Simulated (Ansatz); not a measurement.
# How fast states decay through Al2O5

Wanted: the relaxed cell of Al2O5, its band edges and its decay constants. It is built by putting O for Te in the Al2Te5 structure of space group C2/m, with the volume rescaled by atomic radii. The parent structure comes from the Materials Project.

Method: r2SCAN DFT, plane waves, PAW files, in the first sound run; inputs show where later runs differ, in Ansatz 0.2.0.

The structure was built from a prototype and need not be the compound's stable phase.

## (1) Starting point

It takes space group C2/m (No. 12, monoclinic). The conventional cell has a = 10.644 Å, b = 3.165 Å, c = 7.745 Å, α = 90.00°, β = 127.41°, γ = 90.00°. Al has 4 O at 1.94 to 2.03 Å nearest. Nearest to O lie 1 Al at 1.94 Å. O has 4 O at 2.29 Å nearest. Nearest to O lie 3 Al at 2.02 to 2.03 Å. It derives from Al2Te5. O for Te in the Al2Te5 structure of space group C2/m. Farther neighbours and most contacts between anions are not listed.

## (2) Cell and atoms at rest

The substituted atoms don't fit the parent's cell, so cell and atoms relax together. A small smearing keeps the run stable in case the gap closes on the way.

File input.yaml:

```yaml
crystal:
  lattice:
    - [5.3222119848, -1.5825333062, 0.0]
    - [5.3222119848, 1.5825333062, 0.0]
    - [-4.7054973467, 0.0, 6.1521338725]
  atoms:
    - { symbol: Al, position: [0.37049554, 0.37049554, 0.59810599] }
    - { symbol: Al, position: [0.62950446, 0.62950446, 0.40189401] }
    - { symbol: O, position: [0.58145532, 0.58145532, 0.87374735] }
    - { symbol: O, position: [0.41854468, 0.41854468, 0.12625265] }
    - { symbol: O, position: [0.0, 0.0, 0.0] }
    - { symbol: O, position: [0.18147808, 0.18147808, 0.59993166] }
    - { symbol: O, position: [0.81852192, 0.81852192, 0.40006834] }
kpoints:
  mp_grid: { grid: [8, 8, 4] }
scf:
  occupations: { method: gaussian, width: 0.03 }
hamiltonian:
  xc: r2scan
output:
  forces: true
  stress: true
relax:
  f_tol: 0.02
  max_steps: 60
  cell: {}
```

Launch:

```console
> ansatz run input.yaml --threads 2 --pin off --max-ram 4096MiB --backend cpu --events-out ev --progress --plain --runs-dir out
```

Numbers of over 12 decimals in the logs are rounded to 6 here.

What it wrote:

```text
basis.fft_grid_basis auto: the FFT boxes are laid along the combinations [[1, -1, 0], [0, 1, 0], [1, 0, 1]] of the cell's own vectors, 3.165, 5.553 and 6.382 Å long. The dense box has 24×45×48 points. Along the cell's own vectors, as sized, it would have 45×45×60, 2.34 times as many. Of the 4 symmetry operations that the crystal satisfies within crystal.symmetry.tolerance (time reversal apart; of a slab, those that k [...]
Engine: ansatz 0.2.0, aarch64-unknown-linux-gnu
Pseudopotentials: kind: paw
Pseudopotential: Al, paw, valence charge 3, recommended cutoff 500 eV (meta_gga), Al.paw.azcp
Pseudopotential: O, paw, valence charge 6, recommended cutoff 500 eV (meta_gga), O.paw.azcp
Functional definition: r2SCAN
  parameter k0 = 0.174
  parameter k1 = 0.065
  parameter a1 = 4.9479
  exchange = r2scan_x(k0 = k0, k1 = k1, a1 = a1)
  correlation = r2scan_c
Crystal: 7 atoms, lattice volume = 103.634 Å³
Basis set: ecut = 500 eV, 2639 PW (Γ), FFT grids on a1−a2, a2, a1+a3, exchange–correlation on 96×180×192 points (64 copies of the dense FFT grid, shifted against one another)
Bands: 25, of which v1, the nominal top of the filled ones, is band 18 counted from 1 (17 counted from 0)
Symmetry: 4 space group operations
Space group: C2/m (ITA 12), of the structure as read, at distance tolerance 4.7e-5 Å
k-points: 78 of 256
Non-local potential: Al, projectors of the file, l = 0: 2, l = 1: 2, l = 2: 1
Non-local potential: O, projectors of the file, l = 0: 2, l = 1: 2, l = 2: 1
PAW form: soft (Blöchl's): semilocal exchange-correlation on the pseudo side does not see the compensation charge
PAW frozen core: Al, regenerated for the run's functional (the file was generated under x = pbe(κ = 0.804, μ = 0.219515), c = pbe(β = 0.066725))
PAW frozen core: O, regenerated for the run's functional (the file was generated under x = pbe(κ = 0.804, μ = 0.219515), c = pbe(β = 0.066725))
PAW one-centre angular grid: Al, 302 points (default); XC on 160 Gauss nodes
PAW one-centre angular grid: O, 302 points (default); XC on 160 Gauss nodes
Initial density: superposition of atomic densities (neutral atoms: chi_scale 0, normalization atom), corrected by the library's trained network
Initial wavefunctions: pseudopotential atomic-orbital guess
Functional: x = r2scan, c = r2scan; τ floored in thin density (d = 2e-4 eV/Å³)
SCF iter   1: F=—  HF=-3915.502670 eV  |F-HF|=—  |Δ(HF+E_count)|=         —  Δρ=1.64e-2  dr2=3.69e-1  dr2_τ=1.69e-1  ethr=1.77e-3  ⟨swp⟩=6.5  Hψ=10057  notcnv=0  defer=17
preconditioner: auto → Resta (q_TF=auto, 2.287 Å⁻¹)  ε∞=4.3  [insulator: Δε(μ)=0.872 eV  Ē_g=12.039 eV  σ=0.030 eV  W_gap=1.00  n_scr=20 (ndim 8)  ℏωp=21.9 eV  f_vac=0.060  D(μ)=0.00/eV (n_scr^D=0)  ε∞_Penn≈4.3]
SCF iter   2: F=—  HF=-3915.650568 eV  |F-HF|=—  |Δ(HF+E_count)|=   1.48e-1  Δρ=3.06e-2  dr2=1.16e0  dr2_τ=1.12e-1  ethr=1.03e-3  ⟨swp⟩=3.0  Hψ=4111  notcnv=0  defer=128  recentre
SCF iter   3: F=—  HF=-3915.568907 eV  |F-HF|=—  |Δ(HF+E_count)|=   8.17e-2  Δρ=9.59e-3  dr2=1.32e-1  dr2_τ=3.40e-3  ethr=1.03e-3  ⟨swp⟩=2.0  Hψ=2466  notcnv=0  defer=128
SCF iter   4: F=—  HF=-3915.551727 eV  |F-HF|=—  |Δ(HF+E_count)|=   1.72e-2  Δρ=4.03e-3  dr2=3.22e-2  dr2_τ=5.23e-4  ethr=3.66e-4  ⟨swp⟩=2.0  Hψ=2665  notcnv=0  defer=77
automatic band count: iteration 4 solves 24 bands in place of 25: the levels show a gap, and the empty bands left out lie too high to hold charge; the band table lists the bands solved (type scf.n_extra_bands for more)
SCF iter   5: F=—  HF=-3915.540948 eV  |F-HF|=—  |Δ(HF+E_count)|=   1.08e-2  Δρ=1.20e-3  dr2=1.69e-3  dr2_τ=7.89e-5  ethr=8.95e-5  ⟨swp⟩=2.5  Hψ=3145  notcnv=0  defer=41
automatic band count: iteration 5 solves 23 bands in place of 24: the levels show a gap, and the empty bands left out lie too high to hold charge; the band table lists the bands solved (type scf.n_extra_bands for more)
SCF iter   6: F=—  HF=-3915.540888 eV  |F-HF|=—  |Δ(HF+E_count)|=   5.98e-5  Δρ=5.21e-4  dr2=3.52e-4  dr2_τ=2.00e-5  ethr=4.70e-6  ⟨swp⟩=1.9  Hψ=2623  notcnv=0  defer=41
SCF iter   7: F=—  HF=-3915.540913 eV  |F-HF|=—  |Δ(HF+E_count)|=   2.49e-5  Δρ=2.77e-4  dr2=8.20e-5  dr2_τ=8.92e-6  ethr=9.77e-7  ⟨swp⟩=2.7  Hψ=3347  notcnv=0  defer=41
SCF iter   8: F=—  HF=-3915.540901 eV  |F-HF|=—  |Δ(HF+E_count)|=   1.20e-5  Δρ=5.97e-5  dr2=3.96e-6  dr2_τ=3.17e-7  ethr=2.28e-7  ⟨swp⟩=2.0  Hψ=2613  notcnv=0  defer=41
SCF iter   9: F=—  HF=-3915.540904 eV  |F-HF|=—  |Δ(HF+E_count)|=   2.60e-6  Δρ=1.66e-5  dr2=3.10e-7  dr2_τ=1.87e-8  ethr=1.10e-8  ⟨swp⟩=2.6  Hψ=3156  notcnv=0  defer=41
SCF iter  10: F=-3915.540904 eV  HF=-3915.540904 eV  |F-HF|=6.09e-9  |Δ(HF+E_count)|=   7.56e-8  Δρ=2.73e-6  dr2=1.02e-8  dr2_τ=5.51e-10  ethr=2.78e-10  ⟨swp⟩=4.4  Hψ=6082  notcnv=0
SCF 1 converged in 10 iterations: F = -3915.540904 eV  dr2 = 1.02e-8
  greatest PAW one-centre occupation: 0.900 electrons in one spin orbital (limit 2), on the O atom at site 4 (counted from 0), in its partial waves of l = 0
relax step   1: F+E_penalty+E_count = -3915.54090363 eV  Δ(F+E_penalty+E_count) = +0.000e0 eV  max|allowed force component| = 4.055e0 eV/Å  Δτ_max = 0.0000 Å  P = -25.356 GPa  Ω = 103.634 Å³  (10 SCF iters, dr2 threshold 1.00e-7 eV, accepted)
Crystal: 7 atoms, lattice volume = 96.717 Å³
Basis set: ecut = 500 eV, 2471 PW (Γ), FFT grids on a1−a2, a2, a1+a3, exchange–correlation on 96×180×192 points (64 copies of the dense FFT grid, shifted against one another)
Initial density: handed on by an earlier stage of this run
Initial wavefunctions: those handed on with the density
SCF iter   1: F=—  HF=-3919.195509 eV  |F-HF|=—  |Δ(HF+E_count)|=         —  Δρ=3.98e-2  dr2=1.32e0  dr2_τ=3.71e0  ethr=3.10e-3  ⟨swp⟩=7.0  Hψ=7744  notcnv=0
automatic band count: iteration 1 solves 21 bands in place of 25: the levels show a gap, and the empty bands left out lie too high to hold charge; the band table lists the bands solved (type scf.n_extra_bands for more)
preconditioner: auto → Resta (q_TF=auto, 2.314 Å⁻¹)  ε∞=6.2  [insulator: Δε(μ)=1.038 eV  Ē_g=9.954 eV  σ=0.030 eV  W_gap=1.00  n_scr=20 (ndim 8)  ℏωp=22.7 eV  f_vac=0.077  D(μ)=0.00/eV (n_scr^D=0)  ε∞_Penn≈6.2]
SCF iter   2: F=—  HF=-3919.061163 eV  |F-HF|=—  |Δ(HF+E_count)|=   1.34e-1  Δρ=3.92e-2  dr2=1.41e0  dr2_τ=1.99e-1  ethr=3.10e-3  ⟨swp⟩=2.0  Hψ=3799  notcnv=0
SCF iter   3: F=—  HF=-3918.927826 eV  |F-HF|=—  |Δ(HF+E_count)|=   1.33e-1  Δρ=1.30e-2  dr2=1.63e-1  dr2_τ=1.79e-2  ethr=3.10e-3  ⟨swp⟩=2.0  Hψ=2170  notcnv=0
SCF iter   4: F=—  HF=-3918.915411 eV  |F-HF|=—  |Δ(HF+E_count)|=   1.24e-2  Δρ=5.38e-3  dr2=2.75e-2  dr2_τ=1.46e-3  ethr=4.53e-4  ⟨swp⟩=2.0  Hψ=2280  notcnv=0
[...]
relax step  14: F+E_penalty+E_count = -3921.06484933 eV  Δ(F+E_penalty+E_count) = -1.010e-2 eV  max|allowed force component| = 3.239e-1 eV/Å  Δτ_max = 0.0790 Å  P = +0.334 GPa  Ω = 78.841 Å³  energy of the carried Pulay correction = +7.627e-3 eV  (8 SCF iters, dr2 threshold 7.00e-7 eV, accepted)
relax step  15: F+E_penalty+E_count = -3921.03120275 eV  Δ(F+E_penalty+E_count) = +3.365e-2 eV  max|allowed force component| = 6.020e-1 eV/Å  Δτ_max = 0.1363 Å  P = -2.225 GPa  Ω = 80.532 Å³  energy of the carried Pulay correction = +7.041e-3 eV  (9 SCF iters, dr2 threshold 7.00e-7 eV, rejected (line search))
relax step  16: F+E_penalty+E_count = -3921.08455583 eV  Δ(F+E_penalty+E_count) = -1.971e-2 eV  max|allowed force component| = 4.769e-1 eV/Å  Δτ_max = 0.0976 Å  P = +0.539 GPa  Ω = 78.914 Å³  energy of the carried Pulay correction = +7.601e-3 eV  (14 SCF iters, accepted)
relax step  17: F+E_penalty+E_count = -3921.09204833 eV  Δ(F+E_penalty+E_count) = -7.493e-3 eV  max|allowed force component| = 3.648e-1 eV/Å  Δτ_max = 0.0358 Å  P = -0.208 GPa  Ω = 79.416 Å³  energy of the carried Pulay correction = +7.426e-3 eV  (7 SCF iters, dr2 threshold 7.00e-7 eV, accepted)
relax step  18: F+E_penalty+E_count = -3921.09866966 eV  Δ(F+E_penalty+E_count) = -6.621e-3 eV  max|allowed force component| = 1.902e-2 eV/Å  Δτ_max = 0.0212 Å  P = -0.068 GPa  Ω = 78.724 Å³  energy of the carried Pulay correction = +7.668e-3 eV  (7 SCF iters, dr2 threshold 7.00e-7 eV, accepted)
relax step  19: F+E_penalty+E_count = -3921.09889682 eV  Δ(F+E_penalty+E_count) = -2.272e-4 eV  max|allowed force component| = 1.115e-2 eV/Å  Δτ_max = 0.0063 Å  P = +0.046 GPa  Ω = 78.537 Å³  energy of the carried Pulay correction = +7.733e-3 eV  (7 SCF iters, dr2 threshold 5.41e-8 eV, accepted)
relax step  20: F+E_penalty+E_count = -3921.09890403 eV  Δ(F+E_penalty+E_count) = -7.212e-6 eV  max|allowed force component| = 3.869e-3 eV/Å  Δτ_max = 0.0015 Å  P = -0.004 GPa  Ω = 78.612 Å³  energy of the carried Pulay correction = +7.707e-3 eV  (6 SCF iters, dr2 threshold 1.99e-8 eV, accepted)
relax step  21: F+E_penalty+E_count = -3921.08957285 eV  Δ(F+E_penalty+E_count) = +9.331e-3 eV  max|allowed force component| = 4.096e-3 eV/Å  Δτ_max = 0.0000 Å  P = +0.066 GPa  Ω = 78.612 Å³  stress off target by 1.64e-1 GPa  SCF on the basis re-selected at this cell (its energy is not comparable with the rows above)  (8 SCF iters)
relax step  22: F+E_penalty+E_count = -3921.08963836 eV  Δ(F+E_penalty+E_count) = -6.551e-5 eV  max|allowed force component| = 5.992e-3 eV/Å  Δτ_max = 0.0023 Å  P = -0.034 GPa  Ω = 78.742 Å³  energy of the carried Pulay correction = -6.594e-5 eV  (6 SCF iters, dr2 threshold 6.75e-8 eV, accepted)
relax step  23: F+E_penalty+E_count = -3921.08966698 eV  Δ(F+E_penalty+E_count) = -2.861e-5 eV  max|allowed force component| = 3.327e-3 eV/Å  Δτ_max = 0.0013 Å  P = +0.006 GPa  Ω = 78.744 Å³  energy of the carried Pulay correction = -6.541e-5 eV  (6 SCF iters, dr2 threshold 4.07e-8 eV, accepted)
iter 1 solved again at ethr=1.95e-7 eV; its pass at ethr=3.10e-3 eV (dr2=7.01e-5 eV) is discarded
SCF iter   1: F=—  HF=-3921.089715 eV  |F-HF|=—  |Δ(HF+E_count)|=         —  Δρ=4.68e-5  dr2=4.81e-8  dr2_τ=4.25e-8  ethr=1.95e-7  ⟨swp⟩=3.0  Hψ=15592  notcnv=0
eigensolver tolerance schedule: the retry pair's looser diagonalisation over-reported the residual by 1456.03 of it (diagonalisation noise at 0.10 of the residual, at the tolerance the schedule requests for it); recorded, not acted on — ethr = c·dr2/N_el stays at c = 1.0e-1
preconditioner: auto → Resta (q_TF=auto, 2.395 Å⁻¹)  ε∞=3.9  [insulator: Δε(μ)=0.432 eV  Ē_g=14.832 eV  σ=0.030 eV  W_gap=1.00  n_scr=20 (ndim 8)  ℏωp=25.1 eV  f_vac=0.063  D(μ)=0.00/eV (n_scr^D=0)  ε∞_Penn≈3.9]
SCF iter   2: F=—  HF=-3921.089721 eV  |F-HF|=—  |Δ(HF+E_count)|=   6.20e-6  Δρ=2.36e-5  dr2=1.29e-8  dr2_τ=2.50e-7  ethr=1.34e-10  ⟨swp⟩=2.0  Hψ=3344  notcnv=0
SCF iter   3: F=—  HF=-3921.089720 eV  |F-HF|=—  |Δ(HF+E_count)|=   2.56e-7  Δρ=3.44e-6  dr2=7.93e-9  dr2_τ=1.85e-9  ethr=3.59e-11  ⟨swp⟩=2.0  Hψ=3349  notcnv=0
SCF iter   4: F=—  HF=-3921.089720 eV  |F-HF|=—  |Δ(HF+E_count)|=   1.48e-9  Δρ=1.38e-6  dr2=1.64e-9  dr2_τ=1.95e-10  ethr=2.20e-11  ⟨swp⟩=2.1  Hψ=3108  notcnv=0
SCF iter   5: F=—  HF=-3921.089720 eV  |F-HF|=—  |Δ(HF+E_count)|=  4.59e-11  Δρ=4.67e-7  dr2=2.01e-10  dr2_τ=4.42e-11  ethr=4.56e-12  ⟨swp⟩=1.0  Hψ=1950  notcnv=0
SCF iter   6: F=-3921.089720 eV  HF=-3921.089720 eV  |F-HF|=3.18e-12  |Δ(HF+E_count)|=  8.87e-11  Δρ=9.34e-8  dr2=7.96e-12  dr2_τ=1.86e-12  ethr=1.00e-12  ⟨swp⟩=4.0  Hψ=6294  notcnv=0
SCF 24 converged in 6 iterations: F = -3921.089720 eV  dr2 = 7.96e-12
relax step  24: F+E_penalty+E_count = -3921.08972050 eV  Δ(F+E_penalty+E_count) = -5.352e-5 eV  max|allowed force component| = 3.330e-3 eV/Å  Δτ_max = 0.0000 Å  P = +0.005 GPa  Ω = 78.744 Å³  stress off target by 2.75e-2 GPa  SCF on the basis re-selected at this cell (its energy is not comparable with the rows above)  (6 SCF iters)
basis re-selected at this cell: Δ(F+E_penalty+E_count) = -5.352e-5 eV, ΔP = -0.000 GPa vs the last step (what re-selecting the basis moved, of the pressure what is left beyond the Pulay correction that the steps carried, after the strain that the cell walked since its last selection, with what the two solves' SCF thresholds leave and, on support functions, any second-order correction that the steps lacked; it is no m [...]
SCF converged after 6 iterations
Free energy (F): -3921.089720 eV
Harris-Foulkes:  -3921.089720 eV  (|F-HF|=3.18e-12)
Internal energy: -3921.089720 eV  (E = F + TS)
E sigma→0 (E₀):  -3921.089720 eV
Fermi energy:    3.236541 eV
--- Per-component energies (eV) ---
  E_band       = -144.503681
  E_kinetic    = 925.274163
  E_local      = -2101.941721  (includes V_loc(G=0)·N_el)
  E_nonlocal   = 256.533324
  E_hartree    = 757.992237
  E_xc         = -439.515957
  E_vxc        = -591.676670  (∫ρ·V_xc dr)
  E_paw        = -1742.838083  (= ΣΔE_a)
  E_vpaw       = -186.927718  (= ΣTr[D̂ρ^β])
  E_aug_tail   = 0.004989  (compensation charges beyond the density's cutoff)
  E_vtau       = 38.245461  (kinetic-family band-sum trace: ∫τ·v_τ [+ j·A + Jᵃ·Aᵃ] dr)
  E_ewald      = -1576.318752
  E_core_change = -0.279921  (= ΣΔE_core)
  E_smearing   = -0.000000  (= −TS)
  E_closure    = 0.000000  (closes the sum)
  Σ components = -3921.089720   (vs F -3921.089720, Δ=0.00e0)
--- Forces (eV/Å), atoms counted from 1 ---
  atom   1  Al     0.00333029     0.00000000     0.00180870
  atom   2  Al    -0.00333029     0.00000000    -0.00180870
  atom   3  O     -0.00174815     0.00000000     0.00019578
  atom   4  O      0.00174815     0.00000000    -0.00019578
  atom   5  O      0.00000000     0.00000000     0.00000000
  atom   6  O     -0.00222629     0.00000000    -0.00038200
  atom   7  O      0.00222629     0.00000000     0.00038200
  max |Σ_I F_I| component: 8.67e-19 eV/Å
--- Stress (GPa, compression-positive) ---
        0.002921       0.000000       0.014475
        0.000000      -0.005708       0.000000
        0.014891       0.000000       0.018664
  P = ⅓ Tr σ = 0.0053 GPa (0.053 kbar)
--- Relaxed structure (22 steps of the walk, 21 accepted, 2 SCFs on fresh bases) ---
  F+E_penalty+E_count = -3921.08972050 eV   max|allowed force component| = 3.330e-3 eV/Å   (the final SCF, on the basis selected at the relaxed cell)
  cell:  # Å, volume = 78.7443 Å³
    - [4.814491, -1.495549, -0.974349]
    - [4.814491, 1.495549, -0.974349]
    - [-5.382893, 0, 6.557502]
  atoms:
    - { symbol: Al, position: [0.420260, 0.420260, 0.682899] }
    - { symbol: Al, position: [0.579740, 0.579740, 0.317101] }
    - { symbol: O, position: [0.633886, 0.633886, 1.012029] }
    - { symbol: O, position: [0.366114, 0.366114, -0.012029] }
    - { symbol: O, position: [8.341783857159744e-19, 8.341783857159746e-19, 3.021118093670737e-19] }
    - { symbol: O, position: [0.122433, 0.122433, 0.457476] }
    - { symbol: O, position: [0.877567, 0.877567, 0.542524] }
```

It took 4 min on 2 threads of Arm Neoverse V2, shared host; peak memory 0.71 GiB; 8 min of CPU time.

Relaxation path (22 of 24):

| step | energy less that of the first step (eV) | largest force component (eV/Å) | pressure (GPa) | volume (Å³) |
| --- | --- | --- | --- | --- |
| 1 | 0.0000 | 4.0552 | -25.36 | 103.63 |
| 2 | -3.3710 | 2.8813 | -20.43 | 96.72 |
| 3 | -5.1320 | 0.7949 | -2.32 | 86.80 |
| 4 | -5.3027 | 0.5194 | -1.29 | 85.14 |
| 5 | -5.4049 | 0.3940 | 0.33 | 81.75 |
| 6 | -5.4259 | 0.1514 | -0.06 | 82.17 |
| 8 | -5.4325 | 0.1943 | 0.04 | 81.67 |
| 9 | -5.4356 | 0.1462 | -0.13 | 82.81 |
| 10 | -5.4428 | 0.1314 | 0.10 | 84.87 |
| 11 | -5.4540 | 0.3291 | 0.22 | 85.65 |
| 12 | -5.4841 | 0.2017 | 0.83 | 84.82 |
| 13 | -5.5138 | 0.4913 | -0.96 | 83.08 |
| 14 | -5.5239 | 0.3239 | 0.33 | 78.84 |
| 15 | -5.4903 | 0.6020 | -2.23 | 80.53 |
| 16 | -5.5437 | 0.4769 | 0.54 | 78.91 |
| 17 | -5.5511 | 0.3648 | -0.21 | 79.42 |
| 19 | -5.5580 | 0.0112 | 0.05 | 78.54 |
| 20 | -5.5580 | 0.0039 | 0.00 | 78.61 |
| 21* | -5.5487 | 0.0041 | 0.07 | 78.61 |
| 22 | -5.5487 | 0.0060 | -0.03 | 78.74 |
| 23 | -5.5488 | 0.0033 | 0.01 | 78.74 |
| 24* | -5.5488 | 0.0033 | 0.01 | 78.74 |

Relaxation steps marked * repeat the geometry before them on a plane-wave basis chosen anew for their cell, so energy and pressure can jump there. Other such steps can lie between the rows shown. Relaxation step 15 was tried and not accepted.

The run keeps the 4 symmetry operations that it works with, so distortions that break them were not tested.

| cell as run | before | after | change |
| --- | --- | --- | --- |
| a (Å) | 5.553 | 5.135 | -7.5 % |
| b (Å) | 5.553 | 5.135 | -7.5 % |
| c (Å) | 7.745 | 8.484 | +9.5 % |
| α (°) | 125.61 | 137.87 | +9.8 % |
| β (°) | 125.61 | 137.87 | +9.8 % |
| γ (°) | 33.12 | 33.87 | +2.3 % |
| volume (Å³/atom) | 14.80 | 11.25 | -24.0 % |

The atoms that moved most (Å, as changes of fractional coordinates times the final cell):

| atom | dx | dy | dz | length |
| --- | --- | --- | --- | --- |
| O6 | 0.198 | 0.000 | -0.819 | 0.843 |
| O7 | -0.198 | 0.000 | 0.819 | 0.843 |
| O3 | -0.239 | 0.000 | 0.805 | 0.839 |
| O4 | 0.239 | 0.000 | -0.805 | 0.839 |
| Al2 | -0.023 | 0.000 | -0.459 | 0.460 |
| Al1 | 0.023 | 0.000 | 0.459 | 0.460 |

Numbers from this step:

```yaml
free_energy: -3921.0897 eV
fermi_energy: 3.237 eV
pressure: 0.005292 GPa
```

The largest force component on a free atom ends at 0.0033 eV/Å.

[end of part 1 of 3]

[Logs are printed without paths, hosts, clocks, repeated set-up lines and the standing remarks that a program may print on its own settings, such as how far it seeks lower states.]

[Hosts, paths, dates, database ids (printed as entryN), source tags and the programs' standing remarks are cut or masked in the printed files.]
